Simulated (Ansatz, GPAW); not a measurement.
# WSi2As4 monolayer: work function by functional and basis, part 2 of 3

Wanted: work functions and dipole of WSi2As4 monolayer, with the cost of each level. Where a layer proves gapped, the work function hangs on where the smearing puts the Fermi level, and the band edges take its place.

GPAW 26.7.0 and Ansatz 0.2.0; Ansatz plane waves; layer without images along its normal, relaxation of atoms and in-plane cell (the session's first sound run).

So far. Step 2 (Relaxing the atoms): The relaxation lowered the energy of the cell by 1.58 eV.

## (3) Plane waves, PBE

With the geometry fixed, the planar mean of the potential gives the vacuum level on each side.

This step: GPAW, PAW setups; slab in vacuum (GPAW 26.7.0).

The cell differs from the one that the last finished run ended in (c 42.110 → 27.980 Å).

Input file run.py:

```python
import json
import numpy as np
from ase import Atoms
from gpaw import GPAW, PW

slab = Atoms(
    ['As', 'Si', 'As', 'W', 'As', 'Si', 'As'],
    positions=[
        [0.00000, -0.00000, 9.00000],
        [0.00000, 2.08459, 10.12017],
        [0.00000, 2.08459, 12.49226],
        [0.00000, -0.00000, 13.98999],
        [0.00000, 2.08459, 15.48772],
        [0.00000, 2.08459, 17.85981],
        [0.00000, -0.00000, 18.97998]],
    cell=[[3.61062, -0.0, 0.0], [-1.80531, 3.12689, 0.0], [0.0, 0.0, 27.98]],
    pbc=[True, True, False])

slab.calc = GPAW(mode=PW(400), xc='PBE', kpts={'size': (9, 9, 1), 'gamma': True},
                 occupations={'name': 'fermi-dirac', 'width': 0.05}, nbands='140%',
                 convergence={'density': 1e-05}, maxiter=200,
                 poissonsolver={'dipolelayer': 'xy'},
                 symmetry={'tolerance': 1e-3}, txt='slab.txt')
result = {}
energy = slab.get_potential_energy()
fermi = slab.calc.get_fermi_level()
v = slab.calc.get_electrostatic_potential().mean((0, 1)) - fermi
n = slab.calc.get_pseudo_density().mean((0, 1))
L = slab.cell[2, 2]
z = np.arange(len(v)) * L / len(v)
low, high = slab.positions[:, 2].min(), slab.positions[:, 2].max()
below, above = np.interp([low - 6.8, high + 6.8], z, v)
slopes = [np.interp(x, z, np.gradient(v, z)) for x in (low - 6.8, high + 6.8)]
eps = np.array([[slab.calc.get_eigenvalues(k, s) for k in range(len(slab.calc.get_ibz_k_points()))]
                for s in range(slab.calc.get_number_of_spins())]) - fermi
top, bottom = eps[eps < 0].max(), eps[eps > 0].min()
dipole = slab.get_dipole_moment()[2]
print(f'energy {energy:.4f} eV, Fermi level {fermi:.4f} eV, dipole {dipole:.5f} e A')
print(f'potential 6.8 A off the faces, from the Fermi level: lower {below:.4f} eV, upper {above:.4f} eV')
print(f'slope of the potential there: lower {slopes[0]:.5f}, upper {slopes[1]:.5f} eV/A')
print(f'nearest levels on the mesh: {top:.4f} and {bottom:.4f} eV')
print('magnetic moment', round(slab.get_magnetic_moment(), 3))
result.update(energy=energy, fermi=fermi, dipole=dipole, below=below, above=above, slopes=slopes, edges=[top, bottom],
              z=z.tolist(), v=v.tolist(), n=n.tolist(), positions=slab.positions.tolist(),
              forces=slab.get_forces(apply_constraint=False).tolist(), moments=slab.get_magnetic_moments().tolist())
json.dump(result, open('result.json', 'w'))
```

Run with:

```bash
$ OMP_NUM_THREADS=1 OPENBLAS_NUM_THREADS=1 python run.py
```

What it wrote:

```text
energy -41.2741 eV, Fermi level 0.8411 eV, dipole -0.00057 e A
potential 6.8 A off the faces, from the Fermi level: lower 4.4381 eV, upper 4.4449 eV
slope of the potential there: lower -0.00004, upper 0.00004 eV/A
nearest levels on the mesh: -0.3543 and 0.3639 eV
magnetic moment 0.0
```

Wall time 47 s (1 thread of Intel Xeon Platinum 8488C (Sapphire Rapids), shared host); peak memory 0.25 GiB.

This step gave:

- dipole along the normal: -5.68e-4 e·Å
- levels nearest the Fermi level on the mesh: -0.3543, 0.3639 eV from the Fermi level
- upper work function: 4.445 eV
- lower work function: 4.438 eV
- upper ionisation energy: 4.799 eV

The electrostatic potential energy of an electron (without an applied field's), less the Fermi level, planar mean oscillates, so the rows of the table below give means over windows of 1 Å about each position, cut where the curve ends. Its maxima inside the range that stand out by 2 % of the span (Å: eV): 9.6: -10.0, 11.3: 1.44, 13.2: -6.58, 14.8: -6.58, 16.7: 1.44, 18.3: -10.0. Its minima: 9.0: -15.1, 10.1: -12.0, 12.5: -13.6, 14.0: -18.3, 15.4: -13.6, 17.9: -12.0, 19.0: -15.1.

Electrostatic potential energy of an electron (without an applied field's), less the Fermi level, planar mean against z; means over each step:

```
z (Å)  electrostatic potential energy of an electron (without an applied field's), less the Fermi level, planar mean (eV)
    0                                                                                                                4.44
    1                                                                                                                4.44
    2                                                                                                                4.44
    3                                                                                                                4.44
    4                                                                                                                4.44
    5                                                                                                                4.44
    6                                                                                                                4.42
    7                                                                                                                4.22
    8                                                                                                               0.996
    9                                                                                                               -12.0
   10                                                                                                               -10.5
   11                                                                                                              -0.882
   12                                                                                                               -5.73
   13                                                                                                               -9.31
   14                                                                                                               -15.0
   15                                                                                                               -9.36
   16                                                                                                               -5.43
   17                                                                                                               -1.03
   18                                                                                                               -10.6
   19                                                                                                               -11.9
   20                                                                                                                1.16
   21                                                                                                                4.24
   22                                                                                                                4.43
   23                                                                                                                4.44
   24                                                                                                                4.44
   25                                                                                                                4.44
   26                                                                                                                4.44
   27                                                                                                                4.44
```

The pseudo valence density, planar mean oscillates, so the rows of the table below give means over windows of 1 Å about each position, cut where the curve ends. Its maxima inside the range that stand out by 2 % of the span (Å: e/Å³): 8.5: 0.258, 9.5: 0.401, 12.0: 0.252, 13.9: 1.14, 16.0: 0.252, 18.4: 0.401, 19.5: 0.258. Its minima: 8.9: 0.185, 11.2: 0.130, 12.4: 0.175, 15.5: 0.175, 16.8: 0.130, 19.1: 0.185.

The pseudo valence density, planar mean by z; means over each step:

```
z (Å)  pseudo valence density, planar mean (e/Å³)
    5                                      3.6e-5
    6                                      6.0e-4
    7                                     0.00994
    8                                       0.121
    9                                       0.265
   10                                       0.277
   11                                       0.148
   12                                       0.208
   13                                       0.381
   14                                       0.911
   15                                       0.372
   16                                       0.206
   17                                       0.149
   18                                       0.281
   19                                       0.262
   20                                       0.117
   21                                     0.00928
   22                                      5.6e-4
   23                                      3.4e-5
```

Force by atom:

| atom | x (eV/Å) | y (eV/Å) | z (eV/Å) | size |
| --- | --- | --- | --- | --- |
| As1 | 0.0000 | 0.0000 | -0.0738 | 0.0738 |
| Si2 | 0.0000 | 0.0000 | 0.0244 | 0.0244 |
| As3 | 0.0000 | 0.0000 | 0.0398 | 0.0398 |
| W4 | 0.0000 | 0.0000 | 0.0000 | 0.0000 |
| As5 | 0.0000 | 0.0000 | -0.0398 | 0.0398 |
| Si6 | 0.0000 | 0.0000 | -0.0244 | 0.0244 |
| As7 | 0.0000 | 0.0000 | 0.0738 | 0.0738 |

The layer is gapped, so the Fermi level lies somewhere inside the gap, set by smearing and numerics, and these work functions are no property of the material; the band edges below the vacuum level are. The potential is flat to 4.1e-5 eV/Å where it is read, so the vacuum is wide enough. The geometry is the other program's minimum; here the largest force on a free atom is 0.074 eV/Å.

## (4) Self-consistent run: xc = "revPBE"

The same geometry under revPBE, to see how far the functional moves the levels against the vacuum.

Edit run.py of step 3 so:

```diff
@@ -18,3 +18,3 @@
 
-slab.calc = GPAW(mode=PW(400), xc='PBE', kpts={'size': (9, 9, 1), 'gamma': True},
+slab.calc = GPAW(mode=PW(400), xc='revPBE', kpts={'size': (9, 9, 1), 'gamma': True},
                  occupations={'name': 'fermi-dirac', 'width': 0.05}, nbands='140%',
```

What it wrote:

```text
energy -39.1459 eV, Fermi level 0.9357 eV, dipole -0.00057 e A
potential 6.8 A off the faces, from the Fermi level: lower 4.3335 eV, upper 4.3403 eV
slope of the potential there: lower -0.00004, upper 0.00004 eV/A
nearest levels on the mesh: -0.3537 and 0.3625 eV
magnetic moment 0.0
```

The job ended after 47 s (1 thread; peak memory 0.25 GiB).

Numbers from this step:

```
dipole along the normal                    : -5.66e-4 e·Å
levels nearest the Fermi level on the mesh : -0.3537, 0.3625 eV from the Fermi level
upper work function                        : 4.340 eV
lower work function                        : 4.333 eV
upper ionisation energy                    : 4.694 eV
```

The electrostatic potential energy of an electron (without an applied field's), less the Fermi level, planar mean oscillates, so the rows of the table below give means over windows of 1 Å about each position, cut where the curve ends. Its maxima inside the range that stand out by 2 % of the span (Å: eV): 9.6: -10.1, 11.3: 1.35, 13.2: -6.66, 14.8: -6.66, 16.7: 1.35, 18.3: -10.1. Its minima: 9.0: -15.2, 10.1: -12.1, 12.5: -13.7, 14.0: -18.3, 15.4: -13.7, 17.9: -12.1, 19.0: -15.2.

Table of electrostatic potential energy of an electron (without an applied field's), less the Fermi level, planar mean by z; means over each step:

z (Å), electrostatic potential energy of an electron (without an applied field's), less the Fermi level, planar mean (eV) and a bar from the least value:
```
        0        4.3 ##############################
        1        4.3 ##############################
        2        4.3 ##############################
        3        4.3 ##############################
        4        4.3 ##############################
        5        4.3 ##############################
        6        4.3 ##############################
        7        4.1 ##############################
        8        0.9 #########################
        9      -12.1 #####
       10      -10.6 #######
       11       -1.0 ######################
       12       -5.8 ##############
       13       -9.4 #########
       14      -15.1 
       15       -9.4 #########
       16       -5.5 ###############
       17       -1.1 ######################
       18      -10.7 #######
       19      -12.0 #####
       20        1.1 #########################
       21        4.1 ##############################
       22        4.3 ##############################
       23        4.3 ##############################
       24        4.3 ##############################
       25        4.3 ##############################
       26        4.3 ##############################
       27        4.3 ##############################
```

The pseudo valence density, planar mean oscillates, so the rows of the table below give means over windows of 1 Å about each position, cut where the curve ends. Its maxima inside the range that stand out by 2 % of the span (Å: e/Å³): 8.5: 0.257, 9.5: 0.401, 12.0: 0.251, 13.9: 1.14, 16.0: 0.251, 18.4: 0.401, 19.5: 0.257. Its minima: 8.9: 0.186, 11.2: 0.130, 12.4: 0.175, 15.5: 0.175, 16.8: 0.130, 19.1: 0.186.

Pseudo valence density, planar mean against z; means over each step:

z (Å), pseudo valence density, planar mean (e/Å³) and a bar:
```
        5       0.00 
        6       0.00 
        7       0.01 
        8       0.12 ####
        9       0.27 #########
       10       0.28 #########
       11       0.15 #####
       12       0.21 #######
       13       0.38 #############
       14       0.91 ##############################
       15       0.37 ############
       16       0.21 #######
       17       0.15 #####
       18       0.28 #########
       19       0.26 #########
       20       0.12 ####
       21       0.01 
       22       0.00 
       23       0.00
```

Force by atom:

| atom | x (eV/Å) | y (eV/Å) | z (eV/Å) | size |
| --- | --- | --- | --- | --- |
| As1 | 0.000 | 0.000 | -0.171 | 0.171 |
| Si2 | 0.000 | 0.000 | 0.030 | 0.030 |
| As3 | 0.000 | 0.000 | -0.017 | 0.017 |
| W4 | 0.000 | 0.000 | 0.000 | 0.000 |
| As5 | 0.000 | 0.000 | 0.017 | 0.017 |
| Si6 | 0.000 | 0.000 | -0.030 | 0.030 |
| As7 | 0.000 | 0.000 | 0.171 | 0.171 |

The highest filled level lies 0.354 eV under the Fermi level, so the ionisation energy from the upper face is 4.340 + 0.354 = 4.694 eV, against 4.799 eV in the base run.

## (5) Self-consistent run: xc = "RPBE"

The same geometry under RPBE, to see how far the functional moves the levels against the vacuum.

Edit run.py of step 4 so:

```diff
@@ -18,3 +18,3 @@
 
-slab.calc = GPAW(mode=PW(400), xc='revPBE', kpts={'size': (9, 9, 1), 'gamma': True},
+slab.calc = GPAW(mode=PW(400), xc='RPBE', kpts={'size': (9, 9, 1), 'gamma': True},
                  occupations={'name': 'fermi-dirac', 'width': 0.05}, nbands='140%',
```

What it wrote:

```text
energy -38.7715 eV, Fermi level 0.9520 eV, dipole -0.00057 e A
potential 6.8 A off the faces, from the Fermi level: lower 4.3295 eV, upper 4.3363 eV
slope of the potential there: lower -0.00004, upper 0.00004 eV/A
nearest levels on the mesh: -0.3533 and 0.3620 eV
magnetic moment 0.0
```

Run time: 47 s. Hardware: 1 thread; peak memory 0.25 GiB.

This step gave:

| Quantity | Value |
| --- | --- |
| levels nearest the Fermi level on the mesh | -0.3533, 0.3620 eV from the Fermi level |
| upper work function | 4.336 eV |
| lower work function | 4.329 eV |
| upper ionisation energy | 4.690 eV |

The highest filled level lies 0.353 eV under the Fermi level, so the ionisation energy from the upper face is 4.336 + 0.353 = 4.690 eV, against 4.799 eV in the base run.

## (6) Self-consistent run: xc = "vdW-DF2"

The same geometry under vdW-DF2, to see how far the functional moves the levels against the vacuum (the van der Waals functionals take revPBE setups).

Edit run.py of step 5 so:

```diff
@@ -18,3 +18,3 @@
 
-slab.calc = GPAW(mode=PW(400), xc='RPBE', kpts={'size': (9, 9, 1), 'gamma': True},
+slab.calc = GPAW(mode=PW(400), xc='vdW-DF2', kpts={'size': (9, 9, 1), 'gamma': True},
                  occupations={'name': 'fermi-dirac', 'width': 0.05}, nbands='140%',
```

What it wrote:

```text
energy -492.9770 eV, Fermi level 0.6331 eV, dipole -0.00057 e A
potential 6.8 A off the faces, from the Fermi level: lower 4.8546 eV, upper 4.8614 eV
slope of the potential there: lower -0.00100, upper 0.00100 eV/A
nearest levels on the mesh: -0.2971 and 0.2691 eV
magnetic moment 0.0
```

The job ended after 78 s (1 thread; peak memory 0.48 GiB).

Numbers from this step:

| Property | Result |
| --- | --- |
| dipole along the normal | -5.68e-4 e·Å |
| levels nearest the Fermi level on the mesh | -0.2971, 0.2691 eV from the Fermi level |
| upper work function | 4.861 eV |
| lower work function | 4.855 eV |
| upper ionisation energy | 5.159 eV |

The electrostatic potential energy of an electron (without an applied field's), less the Fermi level, planar mean oscillates, so the rows of the table below give means over windows of 1 Å about each position, cut where the curve ends. Its maxima inside the range that stand out by 2 % of the span (Å: eV): 9.6: -9.92, 11.3: 1.28, 13.2: -6.71, 14.8: -6.71, 16.7: 1.28, 18.3: -9.92. Its minima: 9.0: -15.1, 10.1: -12.0, 12.5: -13.7, 14.0: -18.5, 15.4: -13.7, 17.9: -12.0, 19.0: -15.1.

Table of electrostatic potential energy of an electron (without an applied field's), less the Fermi level, planar mean by z; means over each step:

```
z (Å)  electrostatic potential energy of an electron (without an applied field's), less the Fermi level, planar mean (eV)
    0                                                                                                                4.86
    1                                                                                                                4.86
    2                                                                                                                4.85
    3                                                                                                                4.85
    4                                                                                                                4.85
    5                                                                                                                4.85
    6                                                                                                                4.83
    7                                                                                                                4.57
    8                                                                                                                1.17
    9                                                                                                               -12.0
   10                                                                                                               -10.5
   11                                                                                                               -1.00
   12                                                                                                               -5.82
   13                                                                                                               -9.42
   14                                                                                                               -15.2
   15                                                                                                               -9.47
   16                                                                                                               -5.52
   17                                                                                                               -1.15
   18                                                                                                               -10.5
   19                                                                                                               -11.8
   20                                                                                                                1.35
   21                                                                                                                4.60
   22                                                                                                                4.83
   23                                                                                                                4.85
   24                                                                                                                4.86
   25                                                                                                                4.86
   26                                                                                                                4.86
   27                                                                                                                4.86
```

The highest filled level lies 0.297 eV under the Fermi level, so the ionisation energy from the upper face is 4.861 + 0.297 = 5.159 eV, against 4.799 eV in the base run.

(Continued in part 3 of 3.)

[Logs are printed without paths, hosts, clocks, repeated set-up lines and the standing remarks that a program may print on its own settings, such as how far it seeks lower states.]

[Hosts, paths, dates, database ids (printed as entryN), source tags and the programs' standing remarks are cut or masked in the printed files.]
